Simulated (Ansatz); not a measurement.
# Screened interactions in MoF6 (Im-3m)

How strongly is the local Coulomb interaction screened in MoF6 (Im-3m)?

Method: non-magnetic LDA, then constrained RPA, plane waves, PAW, in Ansatz 0.2.0.

**1. The starting structure**

The structure is cubic, space group Im-3m (No. 229). Conventional cell: a = 6.335 Å, b = 6.335 Å, c = 6.335 Å, α = 90.00°, β = 90.00°, γ = 90.00°. Nearest to Mo lie 6 F at 1.83 Å. Nearest to F lie 1 Mo at 1.83 Å. Farther neighbours and most contacts between anions are not listed.

The cell and positions are those that the Materials Project relaxed with its own functionals (PBE, PBE+U or r2SCAN), kept fixed. The program's search for lower electronic states was switched off, so nothing shows that the state found is the lowest. The default PAW set here is soft_2. Its files were made with PBE.

**2. LDA bands and orbital weights**

This step: DFT, LDA, plane waves, PAW.

input.yaml reads:

```yaml
crystal:
  lattice:
    - [-3.16734322, -3.16734322, 3.16734322]
    - [-3.16734322, 3.16734322, -3.16734322]
    - [3.16734322, -3.16734322, -3.16734322]
  atoms:
    - { symbol: Mo, position: [0.0, 0.0, 0.0] }
    - { symbol: F, position: [0.71067122, 0.71067122, 0.0] }
    - { symbol: F, position: [0.28932878, 0.28932878, 0.0] }
    - { symbol: F, position: [0.0, 0.28932878, 0.28932878] }
    - { symbol: F, position: [0.0, 0.71067122, 0.71067122] }
    - { symbol: F, position: [0.71067122, 0.0, 0.71067122] }
    - { symbol: F, position: [0.28932878, 0.0, 0.28932878] }
kpoints:
  mp_grid: { grid: [6, 6, 6] }
  band_path:
    path:
      - [[0.0, 0.0, 0.0], [0.5, -0.5, 0.5], [0.0, 0.0, 0.5], [0.0, 0.0, 0.0], [0.25, 0.25, 0.25], [0.5, -0.5, 0.5]]
      - [[0.25, 0.25, 0.25], [0.0, 0.0, 0.5]]
    npoints: 10
hamiltonian:
  xc: lda
scf:
  occupations: { method: gaussian, width: 0.08 }
  n_extra_bands: 19
  max_iter: 150
  lower_state_search: "off"
output:
  eigenvalues: true
  fatbands: true
  write_density: true
  write_potential: true
  elf: true
  volumetric_format: npy
```

Launch:

```bash
ansatz run input.yaml --threads 4 --pin off --max-ram 9216MiB --backend cpu --events-out ev --progress --plain --runs-dir out
```

Numbers of over 12 decimals in the logs are rounded to 6 here.

The program printed:

```text
scf.n_extra_bands = 19 over 28 filled bands (N_el = 56.0): the run solves 47 bands
Engine: ansatz 0.2.0, aarch64-unknown-linux-gnu
Pseudopotentials: kind: paw
Pseudopotential: Mo, paw, valence charge 14, recommended cutoff 420 eV (normal), Mo.paw.azcp
Pseudopotential: F, paw, valence charge 7, recommended cutoff 420 eV (normal), F.paw.azcp
Functional definition: SPW92
  exchange = slater_x
  correlation = pw_c
Crystal: 7 atoms, lattice volume = 127.100 Å³
Basis set: ecut = 420 eV, 2491 PW (Γ)
Bands: 47, of which v1, the nominal top of the filled ones, is band 28 counted from 1 (27 counted from 0)
Symmetry: 48 space group operations
Space group: Im-3m (ITA 229), of the structure as read, at distance tolerance 5.0e-5 Å
k-points: 16 of 216
Non-local potential: Mo, projectors of the file, l = 0: 3, l = 1: 2, l = 2: 2, l = 3: 1
Non-local potential: F, projectors of the file, l = 0: 2, l = 1: 2, l = 2: 1
PAW form: soft (Blöchl's): semilocal exchange-correlation on the pseudo side does not see the compensation charge
PAW frozen core: Mo, regenerated for the run's functional, and the local potential with it (the file was generated under x = pbe(κ = 0.804, μ = 0.219515), c = pbe(β = 0.066725))
PAW frozen core: F, regenerated for the run's functional, and the local potential with it (the file was generated under x = pbe(κ = 0.804, μ = 0.219515), c = pbe(β = 0.066725))
PAW one-centre angular grid: Mo, 590 points (default); XC on 64 Gauss nodes
PAW one-centre angular grid: F, 110 points (default); XC on 64 Gauss nodes
Initial density: superposition of atomic densities (neutral atoms: chi_scale 0, normalization atom), corrected by the library's trained network
Initial wavefunctions: pseudopotential atomic-orbital guess
Functional: x = slater, c = lda
SCF iter   1: F=—  HF=-9605.685142 eV  |F-HF|=—  |Δ(HF+E_count)|=         —  Δρ=1.43e-2  dr2=1.71e-1  ethr=1.77e-3  ⟨swp⟩=5.8  Hψ=3320  notcnv=0  defer=101
preconditioner: auto → Resta (q_TF=auto, 2.380 Å⁻¹)  ε∞=2.4  [insulator: Δε(μ)=4.181 eV  Ē_g=19.513 eV  σ=0.080 eV  W_gap=1.00  n_scr=18 (ndim 8)  ℏωp=22.8 eV  f_vac=0.394  D(μ)=0.00/eV (n_scr^D=0)  ε∞_Penn≈2.4]
SCF iter   2: F=—  HF=-9605.647911 eV  |F-HF|=—  |Δ(HF+E_count)|=   3.72e-2  Δρ=6.24e-3  dr2=5.75e-2  ethr=3.05e-4  ⟨swp⟩=2.2  Hψ=1237  notcnv=0  defer=199
SCF iter   3: F=—  HF=-9605.637867 eV  |F-HF|=—  |Δ(HF+E_count)|=   1.00e-2  Δρ=2.53e-3  dr2=6.49e-3  ethr=1.03e-4  ⟨swp⟩=2.0  Hψ=849  notcnv=0  defer=199
SCF iter   4: F=—  HF=-9605.636495 eV  |F-HF|=—  |Δ(HF+E_count)|=   1.37e-3  Δρ=8.45e-4  dr2=6.50e-4  ethr=1.16e-5  ⟨swp⟩=2.4  Hψ=893  notcnv=0  defer=199
SCF iter   5: F=—  HF=-9605.636406 eV  |F-HF|=—  |Δ(HF+E_count)|=   8.94e-5  Δρ=1.11e-4  dr2=1.91e-5  ethr=1.16e-6  ⟨swp⟩=2.1  Hψ=853  notcnv=0  defer=199
SCF iter   6: F=—  HF=-9605.636412 eV  |F-HF|=—  |Δ(HF+E_count)|=   5.86e-6  Δρ=2.72e-5  dr2=6.24e-7  ethr=3.42e-8  ⟨swp⟩=2.1  Hψ=833  notcnv=0  defer=199
SCF iter   7: F=-9605.636412 eV  HF=-9605.636412 eV  |F-HF|=4.79e-9  |Δ(HF+E_count)|=   3.51e-7  Δρ=4.82e-6  dr2=1.46e-8  ethr=1.79e-10  ⟨swp⟩=10.3  Hψ=3455  notcnv=0
SCF 1 converged in 7 iterations: F = -9605.636412 eV  dr2 = 1.46e-8
  greatest PAW one-centre occupation: 0.999 electrons in one spin orbital (limit 2), on the Mo atom at site 0 (counted from 0), in its partial waves of l = 0
NSCF: frozen V_eff on 62 k-points
SCF converged after 7 iterations
Free energy (F): -9605.636412 eV
Harris-Foulkes:  -9605.636412 eV  (|F-HF|=4.79e-9)
Internal energy: -9605.636412 eV  (E = F + TS)
E sigma→0 (E₀):  -9605.636412 eV
Fermi energy:    -0.848893 eV
--- Per-component energies (eV) ---
  E_band       = -787.511752
  E_kinetic    = 1656.119465
  E_local      = -6932.236777  (includes V_loc(G=0)·N_el)
  E_nonlocal   = 594.141174
  E_hartree    = 2630.702343
  E_xc         = -642.505468
  E_vxc        = -824.080794  (∫ρ·V_xc dr)
  E_paw        = -4209.226194  (= ΣΔE_a)
  E_vpaw       = -542.871055  (= ΣTr[D̂ρ^β])
  E_aug_tail   = 0.012202  (compensation charges beyond the density's cutoff)
  E_ewald      = -2703.795484
  E_core_change = 1.152327  (= ΣΔE_core)
  E_smearing   = -0.000000  (= −TS)
  E_closure    = 0.000000  (closes the sum)
  Σ components = -9605.636412   (vs F -9605.636412, Δ=0.00e0)
--- Band table (eV; the first three rows and the last of 16) ---
  k-point 0: bands = [... 24 lower, -3.3598, -2.9890, -2.9890, -2.9890, 1.4247, 1.4247, 1.4247, 5.8570, ... 15 higher]
  k-point 1: bands = [... 24 lower, -3.3659, -3.0223, -3.0083, -3.0073, 1.3961, 1.3981, 1.4272, 5.9302, ... 15 higher]
  k-point 2: bands = [... 24 lower, -3.3779, -3.1014, -3.0550, -3.0488, 1.3383, 1.3399, 1.4324, 5.9616, ... 15 higher]
  k-point 15: bands = [... 24 lower, -3.4441, -3.0268, -3.0268, -3.0268, 1.4242, 1.4242, 1.4242, 5.6961, ... 15 higher]
```

Elapsed: 3.9 s, on 4 threads of Arm Neoverse V2, shared host; peak memory 0.49 GiB.

In the SCF lines HF is the Harris–Foulkes energy and dr2 the Hartree energy of the density residual, in eV; the loop may stop once dr2 is under the threshold and the program's other checks hold. Hψ counts applications of the Hamiltonian.

This step gave:

* filled bands: 28
* gap: 4.277 eV
* valence top at: Γ
* conduction bottom at: k = (0.300, 0.100, 0.300)
* least direct gap: 4.378 eV

The gap is indirect, with the least direct gap 0.10 eV higher.

Electronic bands along the path, in eV, zero at the Fermi level:

```csv
point,band 25,band 26,band 27,band 28,band 29,band 30,band 31,band 32
Γ,-2.51,-2.14,-2.14,-2.14,2.27,2.27,2.27,6.71
halfway,-2.55,-2.22,-2.22,-2.16,2.22,2.22,2.27,6.66
H,-2.60,-2.18,-2.18,-2.18,2.27,2.27,2.27,6.54
halfway,-2.57,-2.23,-2.20,-2.20,2.22,2.22,2.28,6.69
N,-2.54,-2.30,-2.24,-2.22,2.16,2.16,2.28,6.83
halfway,-2.52,-2.21,-2.18,-2.18,2.22,2.22,2.28,6.79
Γ,-2.51,-2.14,-2.14,-2.14,2.27,2.27,2.27,6.71
halfway,-2.75,-2.22,-2.22,-2.21,2.20,2.20,2.26,7.00
P,-2.79,-2.29,-2.29,-2.29,2.16,2.16,2.16,7.27
halfway,-2.75,-2.23,-2.23,-2.23,2.17,2.24,2.24,6.91
H,-2.60,-2.18,-2.18,-2.18,2.27,2.27,2.27,6.54
jump to P,-2.79,-2.29,-2.29,-2.29,2.16,2.16,2.16,7.27
halfway,-2.78,-2.30,-2.26,-2.26,2.15,2.16,2.24,7.05
N,-2.54,-2.30,-2.24,-2.22,2.16,2.16,2.28,6.83
```

Of the projections kept (Mo 4d, F 2p), the largest for each band there; the rest of the weight can lie on other orbitals:

```csv
point,band 25,band 26,band 27,band 28,band 29,band 30,band 31,band 32
Γ,F 2p 0.98,F 2p 1.00,F 2p 1.00,F 2p 1.00,Mo 4d 0.59,Mo 4d 0.59,Mo 4d 0.59,F 2p 0.01
H,F 2p 0.97,F 2p 1.00,F 2p 1.00,F 2p 1.00,Mo 4d 0.61,Mo 4d 0.61,Mo 4d 0.61,Mo 4d 0.62
N,F 2p 0.98,F 2p 1.00,F 2p 1.00,F 2p 1.00,Mo 4d 0.59,Mo 4d 0.57,Mo 4d 0.62,Mo 4d 0.58
Γ,F 2p 0.98,F 2p 1.00,F 2p 1.00,F 2p 1.00,Mo 4d 0.59,Mo 4d 0.59,Mo 4d 0.59,F 2p 0.01
P,F 2p 0.99,F 2p 1.00,F 2p 1.00,F 2p 1.00,Mo 4d 0.59,Mo 4d 0.59,Mo 4d 0.59,Mo 4d 0.57
H,F 2p 0.97,F 2p 1.00,F 2p 1.00,F 2p 1.00,Mo 4d 0.61,Mo 4d 0.61,Mo 4d 0.61,Mo 4d 0.62
```

Electrostatic potential energy in the ac plane of the conventional cell at fractional y = 0.000, with atoms of Mo and F within 0.2 Å of it. With pseudopotentials it is smooth inside the atoms' cores, unlike the true potential.

Ten even steps from '0' (-60 eV) to '9' (8 eV), each cell a mean:
```
004632489996224610
126876799999668741
568999999999999876
469999999999999984
248999999999999962
249999999999999962
579999999999999996
999999999999999999
999999999999999999
999999999999999999
899999999999999998
359999999999999974
138999999999999962
259999999999999973
578999999999999986
357898999999989864
015753599997446620
003521389995224510
```
Columns run along a (6.3 Å; values clipped at the 3rd and 97th percentile), rows up along c (6.3 Å), edges of the conventional cell, whose origin can differ from the input's. Atoms in or near the plane, at fractional coordinates: Mo at (0.00, 0.00), F at (0.29, 0.00), F at (0.71, 0.00), F at (0.00, 0.71), F at (0.00, 0.29).

Valence density in the ac plane of the conventional cell at fractional y = 0.000, with atoms of Mo and F within 0.2 Å of it. It is the smooth field of the valence electrons, not physical close to the nuclei.

Ten even steps from '0' (0 e/Å³) to '9' (12 e/Å³), each cell a mean:
```
531147300001662024
210011000000110002
100000000000000000
310000000000000002
830000000000000016
830000000000000016
210000000000000001
000000000000000000
000000000000000000
000000000000000000
000000000000000000
520000000000000003
930000000000000017
620000000000000014
100000000000000001
100000000000000001
420023200001331013
541169500002883125
```
Columns run along a (6.3 Å), rows up along c (6.3 Å), edges of the conventional cell, whose origin can differ from the input's. Atoms in or near the plane, at fractional coordinates: Mo at (0.00, 0.00), F at (0.29, 0.00), F at (0.71, 0.00), F at (0.00, 0.71), F at (0.00, 0.29).

**3. Constrained RPA: Mo t2g, bands c1 to c3, 4×4×4 mesh, medium accuracy**

Constrained RPA screens the interaction with every transition except those inside the target bands, which a later many-body model would treat itself.

This step: constrained RPA on LDA, plane waves, PAW.

input.yaml, the sections that differ from step 2:

```yaml
kpoints:
  mp_grid: { grid: [6, 6, 6] }
output:
  crpa:
    kmesh: [4, 4, 4]
    target_bands: [c1, c3]
    projections: [{ species: Mo, l: d, shell: 4, orbitals: [dxz, dyz, dxy] }]
  local_orbitals:
    kmesh: [8, 8, 8]
    orbitals: [{ species: Mo, l: d, shell: 4, orbitals: [dxz, dyz, dxy] }]
    window: { bands: [c1, c3] }
    seedname: lo
# crystal, hamiltonian, scf: as in step 2
```

The program printed:

```text
[...]
Crystal: 7 atoms, lattice volume = 127.100 Å³
Basis set: ecut = 420 eV, 2491 PW (Γ)
Bands: 47, of which v1, the nominal top of the filled ones, is band 28 counted from 1 (27 counted from 0)
Symmetry: 48 space group operations
[...]
k-points: 16 of 216
[...]
SCF iter   1: F=—  HF=-9605.685147 eV  |F-HF|=—  |Δ(HF+E_count)|=         —  Δρ=1.43e-2  dr2=1.71e-1  ethr=1.77e-3  ⟨swp⟩=5.8  Hψ=3320  notcnv=0  defer=101
[...]
SCF iter   7: F=-9605.636412 eV  HF=-9605.636412 eV  |F-HF|=4.80e-9  |Δ(HF+E_count)|=   3.51e-7  Δρ=4.82e-6  dr2=1.46e-8  ethr=1.79e-10  ⟨swp⟩=10.1  Hψ=3449  notcnv=0
SCF 1 converged in 7 iterations: F = -9605.636412 eV  dr2 = 1.46e-8
[...]
NSCF: frozen V_eff on 32 k-points
[...]
cRPA screening: q 1/64
cRPA screening: q 2/64
cRPA screening: q 14/64 (q-point 3)
cRPA screening: q 20/64 (q-point 6)
cRPA screening: q 44/64 (q-point 22)
cRPA screening: q 46/64 (q-point 24)
cRPA screening: q 52/64 (q-point 27)
cRPA screening: q 64/64 (q-point 43)
SCF converged after 7 iterations
Free energy (F): -9605.636412 eV
[...]
Internal energy: -9605.636412 eV  (E = F + TS)
E sigma→0 (E₀):  -9605.636412 eV
Fermi energy:    -0.848893 eV
[...]
--- Band table (eV; the first three rows and the last of 16) ---
  k-point 0: bands = [... 24 lower, -3.3598, -2.9890, -2.9890, -2.9890, 1.4247, 1.4247, 1.4247, 5.8570, ... 15 higher]
  k-point 1: bands = [... 24 lower, -3.3659, -3.0223, -3.0083, -3.0073, 1.3961, 1.3981, 1.4272, 5.9302, ... 15 higher]
  k-point 2: bands = [... 24 lower, -3.3779, -3.1014, -3.0550, -3.0488, 1.3383, 1.3399, 1.4324, 5.9616, ... 15 higher]
  k-point 15: bands = [... 24 lower, -3.4441, -3.0268, -3.0268, -3.0268, 1.4242, 1.4242, 1.4242, 5.6961, ... 15 higher]
--- cRPA (band scheme, projected local orbitals): target bands 29..31 (1-based), 3 Wannier function(s), 4×4×4 mesh, 62 bands' worth read of 67 solved, ecut_chi 136.0 eV, v(q+G=0) probe_charge, pair densities all_electron ---
  bands read: the sum over 62 bands ends inside a degenerate multiplet in 2 slots, whose members it reads at an even weight; the widest, k=0: bands 62 to 64 (counted from 1) at 1/3 each
  χ-basis size per q: N_G = 444..466
  window electrons = 0.0000, filled by tetrahedron_uncorrected; constrained ε̄⁻¹(q = 0, 0) head = 0.505505; min gauge Gram eig = 0.5725
  Kanamori averages over each shell's own Wannier functions (sites counted from 0, functions from 1):
    Site 0, 4D, 3 of 5 d orbitals (Wannier functions 1, 2, 3; wannier90's mr 2, 3, 5):
      screened: U = 5.9901 eV, U' = 5.2837 eV, J = 0.2892 eV
      screened, to within: U = 1.9e-2 eV, U' = 1.9e-2 eV, J = 4.8e-4 eV
      bare: V = 12.4454 eV, V' = 11.3459 eV, J = 0.4015 eV
  Hermiticity witness max|P − P†| over intra, direct and exchange elements: 6.22e-15 eV (screened), 3.37e-26 eV (bare)
  Reality witness max|Im| over intra, direct and exchange elements: 6.73e-21 eV (screened), 2.16e-20 eV (bare)
```

It took 36 s on 4 threads; peak memory 0.76 GiB.

Numbers from this step:

```
U                                                 : 5.990 eV
U prime (inter-orbital)                           : 5.284 eV
J                                                 : 0.2892 eV
bare V                                            : 12.45 eV
bare J                                            : 0.4015 eV
stated bound on U                                 : 0.01875 eV
U over bare V                                     : 0.4813
electrons in the window                           : 0
head of the constrained inverse dielectric matrix : 0.5055
least eigenvalue of the projection's overlap      : 0.5725
target functions                                  : 3
bands in the sums                                 : 62
r.m.s. miss of the model bands                    : 3.71e-5 eV
width of the target bands                         : 0.1475 eV
weight of the projected orbitals in the window    : 0.5956
```

On the Mo t2g shell, screening brings the on-site interaction from 12.4 eV down to U = 5.99 eV.

Kanamori averages over each shell's functions. Crpa shells, by row:

```csv
site,element,shell,orbitals,U (eV),U' (eV),J (eV),bare V (eV),bare V' (eV),bare J (eV),bound on U (eV)
1,Mo,4D,3,5.99,5.284,0.2892,12.45,11.35,0.4015,0.01875
```

Density-density elements U_iijj, eV. U matrix, by row:

```csv
orbital,Mo1 dxz,Mo1 dyz,Mo1 dxy
Mo1 dxz,5.99,5.284,5.284
Mo1 dyz,5.284,5.99,5.284
Mo1 dxy,5.284,5.284,5.99
```

Exchange elements U_ijji, eV. J matrix, by row:

```csv
orbital,Mo1 dxz,Mo1 dyz,Mo1 dxy
Mo1 dxz,-,0.289,0.289
Mo1 dyz,0.289,-,0.289
Mo1 dxy,0.289,0.289,-
```

Projected local orbitals of the target window. The electronic bands at the labelled points (eV, zero at the Fermi level; # counts the bands kept):

```csv
point,#1,#2,#3
Γ,2.27,2.27,2.27
halfway,2.22,2.22,2.27
H,2.27,2.27,2.27
halfway,2.22,2.22,2.28
N,2.16,2.16,2.28
halfway,2.22,2.22,2.28
Γ,2.27,2.27,2.27
halfway,2.20,2.20,2.26
P,2.16,2.16,2.16
halfway,2.17,2.24,2.24
H,2.27,2.27,2.27
jump to P,2.16,2.16,2.16
halfway,2.15,2.16,2.24
N,2.16,2.16,2.28
```

The same for Kohn-Sham, solved directly:

```csv
point,#1,#2,#3
Γ,2.27,2.27,2.27
H,2.27,2.27,2.27
N,2.16,2.16,2.28
Γ,2.27,2.27,2.27
P,2.16,2.16,2.16
H,2.27,2.27,2.27
P,2.16,2.16,2.16
N,2.16,2.16,2.28
```

The first set of electronic bands as a text plot (rows in eV, shown from 2.1 to 2.2 only):

```
    2.2 |                                       *          **
    2.2 |                   * *                              *
    2.2 |                                                     *
    2.2 |                                                      *
    2.2 |                    *                                  *
    2.2 |
    2.2 |                                     **               *
    2.2 |
    2.2 |                                                  *
    2.2 |
    2.2 |                                           *
    2.2 |
    2.1 |                                                     *
    2.1 |
    2.1 |
    2.1 |                                        *          *
    2.1 |                                                    *
    2.1 |
    2.1 |
    2.1 |
    2.1 |
    2.1 |
    2.1 |                                          *
    2.1 |                                         *
         Γ           H       N        Γ         P        H|P    N
```

Onsite levels, by row:

```csv
orbital,level less Fermi level (eV)
Mo1 dxz,2.219
Mo1 dyz,2.219
Mo1 dxy,2.219
```

Largest distinct elements between sites. Hoppings, by row:

```csv
from,to,cell,distance (Å),t (eV)
Mo1 dxz,Mo1 dxz,-1 -1 0,6.335,0.0141
Mo1 dxy,Mo1 dxz,-1 -1 -1,5.486,-0.0079
Mo1 dxy,Mo1 dxy,0 1 -1,8.959,-6.00e-4
Mo1 dyz,Mo1 dyz,1 1 0,6.335,-2.00e-4
Mo1 dyz,Mo1 dyz,0 1 -1,8.959,2.00e-4
Mo1 dxy,Mo1 dxy,2 0 0,10.97,-1.00e-4
Mo1 dxz,Mo1 dyz,-1 -2 -2,10.51,1.00e-4
Mo1 dxy,Mo1 dxy,-1 0 0,5.486,0
Mo1 dxz,Mo1 dxz,2 2 0,12.67,0
Mo1 dyz,Mo1 dyz,3 3 2,15.52,0
Mo1 dyz,Mo1 dyz,1 1 3,13.81,0
Mo1 dyz,Mo1 dyz,1 -2 -2,16.46,0
```

[end of part 1 of 2]

[Paths, hosts, dates, memory and timing lines, banners, echoed tables and standing remarks are left out of the program output.]

[Logs are printed without paths, hosts, clocks, repeated set-up lines and the standing remarks that a program may print on its own settings, such as how far it seeks lower states.]

[Runs of the session that timed out or met a known fault of the program may be left out.]

[Hosts, paths, dates, database ids (printed as entryN), source tags and the programs' standing remarks are cut or masked in the printed files.]
